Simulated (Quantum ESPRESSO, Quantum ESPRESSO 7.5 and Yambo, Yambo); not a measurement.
## A GW chain in Yambo: NaF (Villiaumite)

How does a plane-wave GW calculation on NaF (Villiaumite) run from the first input to the gap?

Main program and level: Quantum ESPRESSO 7.5 and Yambo 5.3.0; PBE and many-body steps on it, plane waves.

Report form: the programs' logs are mostly left out.

The database entry behind the starting cell differs from later determinations by our own check (0.1 to 0.3 % short, probably kX units), so it need not match the best structure at ambient conditions.

## Step 1: The structure

It takes space group Fm-3m (No. 225, cubic). The conventional cell has a = 4.620 Å, b = 4.620 Å, c = 4.620 Å, α = 90.00°, β = 90.00°, γ = 90.00°. Nearest to Na lie 6 F at 2.31 Å. Nearest to F lie 6 Na at 2.31 Å. Farther neighbours and most contacts between anions are not listed.

The cell and positions come from the Crystallography Open Database and are kept as given unless a step says otherwise.

## Step 2: Ground state

This step: Quantum ESPRESSO 7.5; DFT, PBE, plane waves, norm-conserving pseudopotentials.

The ground-state density comes first.

pw.in

```
&control
  calculation = 'scf'
  prefix = 'x'
  outdir = 'o'
  pseudo_dir = 'pseudo'
/
&system
  ibrav = 0
  nat = 2
  ntyp = 2
  ecutwfc = 76.0
  nbnd = 13
  force_symmorphic = .true.
/
&electrons
  conv_thr = 1e-10
  electron_maxstep = 80
  mixing_beta = 0.5
/
ATOMIC_SPECIES
  Na 22.99 Na.upf
  F 18.998 F.upf
CELL_PARAMETERS angstrom
  -0.0000000000 2.3100000000 2.3100000000
  2.3100000000 0.0000000000 2.3100000000
  2.3100000000 2.3100000000 0.0000000000
ATOMIC_POSITIONS crystal
  Na 0.0000000000 0.0000000000 0.0000000000
  F 0.5000000000 0.5000000000 0.5000000000
K_POINTS automatic
  8 8 8 0 0 0
```

The run is started by

```sh
$ OMP_NUM_THREADS=1 mpirun -n 4 pw.x -nk 4 -in pw.in > pw.out
```

Elapsed: 5.7 s, on 4 MPI ranks of Arm Neoverse N1, shared host; peak memory 0.2 GiB.

Numbers from this step:

* total energy: -1917.9393 eV
* gap: 6.390 eV
* k of the valence top: 0, 0, 0
* k of the conduction bottom: 0, 0, 0
* least direct gap: 6.390 eV

The gap is direct, at Γ.

## Step 3: Bands along the symmetry lines

Levels along a band path, at the cheap level, show where the edges lie and whether the meshes to come will hold them.

pw.in

```
&control
  calculation = 'bands'
  prefix = 'x'
  outdir = 'o'
  pseudo_dir = 'pseudo'
/
&system
  ibrav = 0
  nat = 2
  ntyp = 2
  ecutwfc = 76.0
  nbnd = 14
  force_symmorphic = .true.
/
&electrons
  conv_thr = 1e-9
  electron_maxstep = 80
  diago_full_acc = .true.
  diago_thr_init = 5e-6
/
ATOMIC_SPECIES
  Na 22.99 Na.upf
  F 18.998 F.upf
CELL_PARAMETERS angstrom
  -0.0000000000 2.3100000000 2.3100000000
  2.3100000000 0.0000000000 2.3100000000
  2.3100000000 2.3100000000 0.0000000000
ATOMIC_POSITIONS crystal
  Na 0.0000000000 0.0000000000 0.0000000000
  F 0.5000000000 0.5000000000 0.5000000000
K_POINTS crystal
  50
  0.00000000 0.00000000 0.00000000 1
  0.06250000 0.00000000 0.06250000 1
  0.12500000 0.00000000 0.12500000 1
  0.18750000 0.00000000 0.18750000 1
  0.25000000 0.00000000 0.25000000 1
  0.31250000 0.00000000 0.31250000 1
  0.37500000 0.00000000 0.37500000 1
  0.43750000 0.00000000 0.43750000 1
  0.50000000 0.00000000 0.50000000 1
  0.51562500 0.03125000 0.51562500 1
  0.53125000 0.06250000 0.53125000 1
  0.54687500 0.09375000 0.54687500 1
  0.56250000 0.12500000 0.56250000 1
  0.57812500 0.15625000 0.57812500 1
  0.59375000 0.18750000 0.59375000 1
  0.60937500 0.21875000 0.60937500 1
  0.62500000 0.25000000 0.62500000 1
  0.37500000 0.37500000 0.75000000 1
  0.32812500 0.32812500 0.65625000 1
  0.28125000 0.28125000 0.56250000 1
  0.23437500 0.23437500 0.46875000 1
  0.18750000 0.18750000 0.37500000 1
  0.14062500 0.14062500 0.28125000 1
  0.09375000 0.09375000 0.18750000 1
  0.04687500 0.04687500 0.09375000 1
  0.00000000 0.00000000 0.00000000 1
  0.06250000 0.06250000 0.06250000 1
  0.12500000 0.12500000 0.12500000 1
  0.18750000 0.18750000 0.18750000 1
  0.25000000 0.25000000 0.25000000 1
  0.31250000 0.31250000 0.31250000 1
  0.37500000 0.37500000 0.37500000 1
  0.43750000 0.43750000 0.43750000 1
  0.50000000 0.50000000 0.50000000 1
  0.50000000 0.46875000 0.53125000 1
  0.50000000 0.43750000 0.56250000 1
  0.50000000 0.40625000 0.59375000 1
  0.50000000 0.37500000 0.62500000 1
  0.50000000 0.34375000 0.65625000 1
  0.50000000 0.31250000 0.68750000 1
  0.50000000 0.28125000 0.71875000 1
  0.50000000 0.25000000 0.75000000 1
  0.50000000 0.21875000 0.71875000 1
  0.50000000 0.18750000 0.68750000 1
  0.50000000 0.15625000 0.65625000 1
  0.50000000 0.12500000 0.62500000 1
  0.50000000 0.09375000 0.59375000 1
  0.50000000 0.06250000 0.56250000 1
  0.50000000 0.03125000 0.53125000 1
  0.50000000 0.00000000 0.50000000 1
```

Elapsed: 3.1 s, on 4 MPI ranks; peak memory 0.18 GiB; 12 s of CPU time.

Numbers from this step:

```
gap                        : 6.390 eV
k of the valence top       : 0, 0, 0
k of the conduction bottom : 0, 0, 0
least direct gap           : 6.390 eV
```

The gap is 6.390 eV, as in the run before at this level.

Electronic bands along the path, in eV, zero at the top of the highest filled band; v1 is the highest filled band, c1 the lowest empty one:

```
    point      v4     v3     v2     v1     c1     c2     c3     c4
        Γ  -18.94   0.00   0.00   0.00   6.39  19.16  19.16  19.16
  halfway  -18.50  -0.90  -0.21  -0.21   8.82  15.14  19.27  19.56
        X  -18.86  -1.28  -0.41  -0.41  13.25  13.42  13.75  19.91
  halfway  -18.67  -1.22  -0.54  -0.40  13.26  13.37  14.05  19.58
        U  -18.45  -1.06  -0.83  -0.37  12.94  13.33  14.85  19.55
jump to K  -18.45  -1.06  -0.83  -0.37  12.94  13.33  14.85  19.55
  halfway  -18.35  -1.01  -0.32  -0.17   9.03  14.85  18.39  21.12
        Γ  -18.94   0.00   0.00   0.00   6.39  19.16  19.16  19.16
  halfway  -18.41  -0.90  -0.13  -0.13   8.26  15.28  19.91  19.91
        L  -18.13  -1.59  -0.25  -0.25  10.88  12.57  20.25  20.25
  halfway  -18.27  -1.31  -0.58  -0.34  11.89  12.82  17.27  19.13
        W  -18.44  -0.87  -0.87  -0.57  13.32  13.32  15.34  17.03
  halfway  -18.58  -1.17  -0.55  -0.49  13.27  13.39  14.33  18.54
        X  -18.86  -1.28  -0.41  -0.41  13.25  13.42  13.75  19.91
```

## Step 4: Empty states on the mesh, 8×8×8 mesh, 110 bands

The sums over transitions need many empty states on a uniform mesh; this step solves for them.

pw.in

```
&control
  calculation = 'nscf'
  prefix = 'x'
  outdir = 'o'
  pseudo_dir = 'pseudo'
/
&system
  ibrav = 0
  nat = 2
  ntyp = 2
  ecutwfc = 76.0
  nbnd = 110
  force_symmorphic = .true.
/
&electrons
  conv_thr = 1e-9
  electron_maxstep = 80
  diago_full_acc = .true.
  diago_thr_init = 5e-6
/
ATOMIC_SPECIES
  Na 22.99 Na.upf
  F 18.998 F.upf
CELL_PARAMETERS angstrom
  -0.0000000000 2.3100000000 2.3100000000
  2.3100000000 0.0000000000 2.3100000000
  2.3100000000 2.3100000000 0.0000000000
ATOMIC_POSITIONS crystal
  Na 0.0000000000 0.0000000000 0.0000000000
  F 0.5000000000 0.5000000000 0.5000000000
K_POINTS automatic
  8 8 8 0 0 0
```

Elapsed: 19 s, on 4 MPI ranks; peak memory 0.25 GiB; 76 s of CPU time.

This step gave:

```
gap                                                           : 6.390 eV
k of the valence top                                          : 0, 0, 0
k of the conduction bottom                                    : 0, 0, 0
least direct gap                                              : 6.390 eV
k points computed                                             : 29
lowest point of the top converged band, above the valence top : 138.6034 eV
```

On this mesh the gap is 6.390 eV.

## Step 5: Conversion and set-up

This step: Yambo 5.3.0; conversion and set-up on PBE, plane waves, norm-conserving pseudopotentials.

The states are converted to the many-body program's format and the q mesh is built.

The run is started by

```sh
$ (cd o/x.save; p2y > p2y.log; mv SAVE ../..); yambo > setup.log
```

Wall time 2.9 s (1 MPI rank); peak memory 0.24 GiB.

## Step 6: Screening and self-energy, 8×8×8 mesh, 110 bands, screening to 210.9 eV

Now the one-shot GW correction: screening in the RPA, then the self-energy of the levels asked for.

This step: G0W0 on PBE, plane waves, norm-conserving pseudopotentials.

gw1.in

```
HF_and_locXC
gw0
dyson
ppa
em1d
rim_cut
RandQpts= 1000000
RandGvec= 1 RL
EXXRLvcs= 76 Ry
VXCRLvcs= 304 Ry
Chimod= "HARTREE"
% BndsRnXp
 1 | 110 |
%
NGsBlkXp= 15.5 Ry
% LongDrXp
 1 | 1 | 1 |
%
% GbndRnge
 1 | 110 |
%
DysSolver= "n"
ExtendOut
PPAPntXp= 27.21138 eV
% QPkrange
 1 | 1 | 7 | 10 |
%
```

The run is started by

```sh
$ OMP_NUM_THREADS=1 mpirun -n 4 yambo -F gw1.in -J gw1 -C gw1 > gw1.log
```

It took 14 min on 4 MPI ranks; peak memory 1.8 GiB.

This step gave:

```
G0W0 gap on the points computed              : 10.49 eV
starting gap on the mesh                     : 6.390 eV
k of the valence top                         : 0, 0, 0
k of the conduction bottom                   : 0, 0, 0
least direct G0W0 gap on the computed points : 10.49 eV
Z at the valence top                         : 0.8220
Z at the conduction bottom                   : 0.9033
```

The gap on the mesh goes from 6.39 eV to 10.49 eV, a correction of +4.10 eV.

Limits: finite bands, cutoff and mesh. v1 is the top filled band, c1 the lowest empty one. Levels before and after the correction, in eV, zero at the valence-band top of each column:

```
           conduction bottom  valence top
Kohn-Sham               6.39         0.00
     G0W0              10.49         0.00
```

```
             level  energy (eV)
Kohn-Sham  Γ v2-v1        0.000
Kohn-Sham     Γ c1        6.390
Kohn-Sham     Γ c2       19.156
     G0W0  Γ v2-v1        0.000
     G0W0     Γ c1       10.492
     G0W0     Γ c2       23.540
```

## Step 7: Where the time went

Times are wall times on the hardware named with each run, good to a factor of about two.

```
                          step    time  share  memory (GiB)
                  ground state   5.7 s    1 %           0.2
bands along the symmetry lines   3.1 s    0 %          0.18
      empty states on the mesh    19 s    2 %          0.25
         conversion and set-up   2.9 s    0 %          0.24
     screening and self-energy  14 min   96 %           1.8
```

## Step 8: Summary of results

```
PBE gap              : 6.39 eV, direct
G0W0 gap on the mesh : 10.49 eV
GW settings          : 8×8×8 mesh, 110 bands, screening to 210.9 eV, Godby-Needs plasmon pole
known limits         : not at the basis limit
```

**Reading.** G0W0 moves the gap on the mesh from 6.39 eV to 10.49 eV (+4.10 eV), with Z of 0.82 and 0.90 at the edges. Only 1 of the mesh's irreducible points was corrected, so a valley elsewhere could overtake. The dearest step here is «screening and self-energy». Bands and cutoff are finite, so the gap is not at the basis limit. The miss can reach some tenths of an eV and take either sign; the mesh is an error of its own. In the G0W0 run levels were corrected at 1 k point alone, so a gap called «on the mesh» is the least over those, and an edge elsewhere would be missed.

[Paths, hosts, dates, memory and timing lines, banners, echoed tables and standing remarks are left out of the program output.]

[Logs are printed without paths, hosts, clocks, repeated set-up lines and the standing remarks that a program may print on its own settings, such as how far it seeks lower states.]

[Runs of the session that timed out or met a known fault of the program may be left out.]

[Hosts, paths, dates, database ids (printed as entryN), source tags and the programs' standing remarks are cut or masked in the printed files.]
